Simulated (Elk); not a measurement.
# Optical response of HfMoC2, part 2 of 2

Aim: the dielectric function of HfMoC2, and the optical constants that follow from it.

Elk 11.2.3 (patched build); DFT, PBEsol, all-electron APW+lo, Dirac cores, scalar-relativistic bands, independent-particle optical response without local fields.

So far. Step 2 (Ground state): There are states at the Fermi level within the smearing, so the occupations stay smeared and the carriers get a Drude term.

### Step 3. Independent particles (continued)

Sum at mesh points, not converged in k. The Im ε by photon energy; read off at these points:

| photon energy (eV) | E ∥ x | E ∥ z |
| --- | --- | --- |
| 0.50 | 65.1 | 96.3 |
| 1.00 | 21.6 | 20.7 |
| 1.50 | 21.8 | 11.3 |
| 2.00 | 17.5 | 9.73 |
| 2.50 | 12.9 | 11.3 |
| 3.00 | 10.6 | 13.2 |
| 3.41 | 10.4 | 14.2 |
| 3.50 | 10.00 | 13.9 |
| 4.00 | 11.5 | 13.6 |
| 4.24 | 12.5 | 14.1 |
| 4.50 | 11.8 | 13.6 |
| 5.00 | 11.0 | 10.1 |
| 5.50 | 10.1 | 8.77 |
| 6.00 | 8.95 | 7.03 |
| 6.50 | 8.11 | 6.32 |
| 7.00 | 7.81 | 6.33 |
| 7.50 | 6.78 | 5.90 |
| 8.00 | 6.89 | 8.43 |
| 8.14 | 6.57 | 8.60 |
| 8.50 | 6.06 | 7.08 |
| 9.00 | 5.37 | 4.66 |
| 9.50 | 4.70 | 3.79 |
| 10.00 | 4.19 | 3.27 |
| 10.50 | 3.51 | 3.29 |
| 11.00 | 3.82 | 3.75 |
| 11.50 | 4.24 | 5.22 |
| 12.00 | 3.68 | 5.14 |
| 12.50 | 3.12 | 3.38 |
| 13.00 | 3.04 | 2.74 |
| 13.50 | 2.59 | 2.18 |
| 14.00 | 2.23 | 2.08 |
| 14.50 | 2.01 | 1.91 |

Values under 1 per cm are given as 1; sum at mesh points, not converged in k. Table of absorption coefficient by photon energy:

| photon energy (eV) | E ∥ x (1/cm) | E ∥ z (1/cm) |
| --- | --- | --- |
| 0.487 | 4.4e5 | 5.9e5 |
| 1.012 | 3.7e5 | 5.8e5 |
| 1.500 | 4.6e5 | 4.5e5 |
| 1.988 | 6.0e5 | 4.1e5 |
| 2.513 | 5.9e5 | 4.5e5 |
| 3.000 | 6.0e5 | 6.3e5 |
| 3.487 | 6.6e5 | 8.1e5 |
| 4.013 | 7.7e5 | 9.4e5 |
| 4.500 | 9.9e5 | 1.2e6 |
| 4.987 | 1.1e6 | 1.2e6 |
| 5.513 | 1.2e6 | 1.3e6 |
| 6.000 | 1.3e6 | 1.3e6 |
| 6.487 | 1.4e6 | 1.1e6 |
| 7.013 | 1.4e6 | 1.3e6 |
| 7.500 | 1.5e6 | 1.2e6 |
| 7.987 | 1.6e6 | 1.6e6 |
| 8.512 | 1.7e6 | 1.9e6 |
| 9.000 | 1.7e6 | 1.8e6 |
| 9.488 | 1.7e6 | 1.6e6 |
| 10.012 | 1.7e6 | 1.4e6 |
| 10.500 | 1.6e6 | 1.4e6 |
| 10.988 | 1.6e6 | 1.4e6 |
| 11.512 | 1.9e6 | 1.8e6 |
| 12.000 | 2.0e6 | 2.4e6 |
| 12.488 | 1.9e6 | 2.2e6 |
| 13.012 | 2.0e6 | 2.2e6 |
| 13.500 | 2.0e6 | 2.0e6 |
| 13.988 | 2.0e6 | 1.9e6 |
| 14.512 | 1.9e6 | 1.8e6 |

Sum at mesh points, not converged in k. Table of loss function −Im 1/ε at q → 0 by energy loss; read off at these points:

| energy loss (eV) | E ∥ x | E ∥ z |
| --- | --- | --- |
| 0.50 | 0.00810 | 0.00419 |
| 1.00 | 0.0446 | 0.0159 |
| 1.50 | 0.0443 | 0.0728 |
| 2.00 | 0.0571 | 0.0995 |
| 2.50 | 0.0750 | 0.0625 |
| 3.00 | 0.0867 | 0.0632 |
| 3.50 | 0.0874 | 0.0662 |
| 4.00 | 0.0697 | 0.0693 |
| 4.50 | 0.0812 | 0.0736 |
| 5.00 | 0.0887 | 0.0991 |
| 5.50 | 0.0980 | 0.111 |
| 6.00 | 0.112 | 0.137 |
| 6.50 | 0.123 | 0.157 |
| 7.00 | 0.128 | 0.157 |
| 7.50 | 0.145 | 0.161 |
| 8.00 | 0.142 | 0.118 |
| 8.50 | 0.157 | 0.124 |
| 9.00 | 0.175 | 0.171 |
| 9.50 | 0.192 | 0.224 |
| 10.00 | 0.221 | 0.291 |
| 10.42 | 0.249 | 0.306 |
| 10.50 | 0.262 | 0.304 |
| 10.72 | 0.279 | 0.290 |
| 11.00 | 0.260 | 0.260 |
| 11.50 | 0.227 | 0.191 |
| 12.00 | 0.242 | 0.168 |
| 12.50 | 0.275 | 0.209 |
| 13.00 | 0.269 | 0.240 |
| 13.50 | 0.305 | 0.310 |
| 14.00 | 0.338 | 0.358 |
| 14.50 | 0.398 | 0.419 |

Sum at mesh points, not converged in k. Table of reflectivity at normal incidence by photon energy; read off at these points:

| photon energy (eV) | E ∥ x (%) | E ∥ z (%) |
| --- | --- | --- |
| 0.500 | 84.8 | 89.7 |
| 0.750 | 74.6 | 86.7 |
| 1.000 | 58.8 | 82.3 |
| 1.250 | 52.3 | 72.6 |
| 1.500 | 52.4 | 56.1 |
| 1.750 | 52.6 | 44.7 |
| 2.000 | 51.4 | 38.6 |
| 2.250 | 46.3 | 34.4 |
| 2.500 | 43.5 | 38.3 |
| 2.750 | 41.8 | 40.9 |
| 3.000 | 38.6 | 41.6 |
| 3.250 | 37.9 | 42.4 |
| 3.500 | 37.0 | 43.6 |
| 3.750 | 35.5 | 42.5 |
| 4.000 | 38.9 | 43.6 |
| 4.250 | 41.5 | 45.5 |
| 4.500 | 41.5 | 47.4 |
| 4.612 | 40.9 | 47.8 |
| 4.750 | 40.7 | 46.9 |
| 5.000 | 41.2 | 43.4 |
| 5.250 | 40.9 | 44.5 |
| 5.500 | 40.6 | 44.0 |
| 5.750 | 41.8 | 42.3 |
| 5.850 | 42.1 | 42.0 |
| 6.000 | 41.1 | 41.0 |
| 6.250 | 39.8 | 35.7 |
| 6.500 | 39.6 | 32.7 |
| 6.750 | 38.1 | 35.5 |
| 7.000 | 38.0 | 36.0 |
| 7.250 | 40.3 | 31.4 |
| 7.500 | 38.6 | 29.4 |
| 7.750 | 37.6 | 33.0 |
| 8.000 | 39.7 | 38.2 |
| 8.250 | 39.6 | 43.1 |
| 8.500 | 39.9 | 46.4 |
| 8.550 | 40.0 | 46.6 |
| 8.700 | 39.6 | 46.9 |
| 8.750 | 39.4 | 46.8 |
| 9.000 | 38.5 | 44.4 |
| 9.250 | 39.4 | 41.9 |
| 9.500 | 39.0 | 39.0 |
| 9.750 | 37.9 | 36.3 |
| 10.000 | 36.1 | 31.3 |
| 10.250 | 37.0 | 28.7 |
| 10.500 | 34.2 | 25.6 |
| 10.750 | 30.0 | 24.4 |
| 11.000 | 29.2 | 23.5 |
| 11.250 | 31.2 | 26.2 |
| 11.500 | 33.6 | 30.1 |
| 11.750 | 36.4 | 36.8 |
| 12.000 | 36.5 | 42.4 |
| 12.250 | 37.6 | 45.4 |
| 12.300 | 37.8 | 45.7 |
| 12.500 | 36.2 | 44.6 |
| 12.750 | 35.6 | 43.9 |
| 13.000 | 37.9 | 44.6 |
| 13.125 | 38.4 | 44.5 |
| 13.250 | 38.1 | 43.8 |
| 13.500 | 37.6 | 41.5 |
| 13.750 | 37.8 | 38.5 |
| 14.000 | 37.9 | 37.6 |
| 14.250 | 36.5 | 36.6 |
| 14.500 | 34.6 | 34.2 |
| 14.750 | 34.1 | 33.7 |

At chosen wavelengths:

| wavelength (nm) | n x | k x | R (%) x | 1/α x | n z | k z | R (%) z | 1/α z |
| --- | --- | --- | --- | --- | --- | --- | --- | --- |
| 1550 | 2.76 | 4.977 | 71.6 | 25 nm | 2.31 | 7.432 | 86.0 | 17 nm |
| 1064 | 3.36 | 3.104 | 53.1 | 27 nm | 1.63 | 4.607 | 76.9 | 18 nm |
| 532 | 2.76 | 2.431 | 44.9 | 17 nm | 2.97 | 1.609 | 35.3 | 26 nm |
| 450 | 2.68 | 2.204 | 41.7 | 16 nm | 3.27 | 1.974 | 40.9 | 18 nm |
| 405 | 2.69 | 1.946 | 38.2 | 17 nm | 3.18 | 2.075 | 41.6 | 16 nm |
| 365 | 2.73 | 1.910 | 37.8 | 15 nm | 3.14 | 2.256 | 43.5 | 13 nm |
| 193 | 2.00 | 2.066 | 39.7 | 7.4 nm | 1.80 | 1.695 | 32.8 | 9.1 nm |

A polished face would reflect 42 % of daylight and look light grey (CIE x = 0.320, y = 0.327 under D65).

### Step 4. Outcome

```
Drude plasma energy, first axis : 5.40 eV
```

In words: At this level (PBEsol, independent particles) HfMoC2 is a metal with a Drude plasma energy of 5.4 eV along x and 6.8 eV along z. The mesh is too coarse to trust the carriers' weight, the reflectivity or the colour to better than tens of per cent. Along x the bare Drude plasma energy is 5.4 eV; Re ε first rises through zero at 1.11 eV, far lower, because interband transitions screen the carriers. Im ε is 21 there, so the loss peak at that energy is weak. A polished face would reflect 42 % of daylight and look light grey (CIE x = 0.320, y = 0.327 under D65). The carriers' damping of 0.3 eV is typed, not computed; at 0.8 eV the carriers give 55 % of Im ε along the first axis; the rest comes from the sum over bands, which at low energy also holds close bands and the noise of the mesh. Spin-orbit coupling is left out although heavy atoms are present. The sum runs over mesh points 0.25 Å⁻¹ apart with no interpolation, so peaks are partly noise of the mesh, and the Drude plasma energy, a sum over the Fermi surface, isn't converged. Besides steps told in other documents, this task had 1 run with a known fault of program or setting; those not told in a step above aren't shown.

[Machine, clock and banner lines and Python warnings are left out of the logs.]

[Logs are printed without paths, hosts, clocks, repeated set-up lines and the standing remarks that a program may print on its own settings, such as how far it seeks lower states.]

[Hosts, paths, dates, database ids (printed as entryN), source tags and the programs' standing remarks are cut or masked in the printed files.]
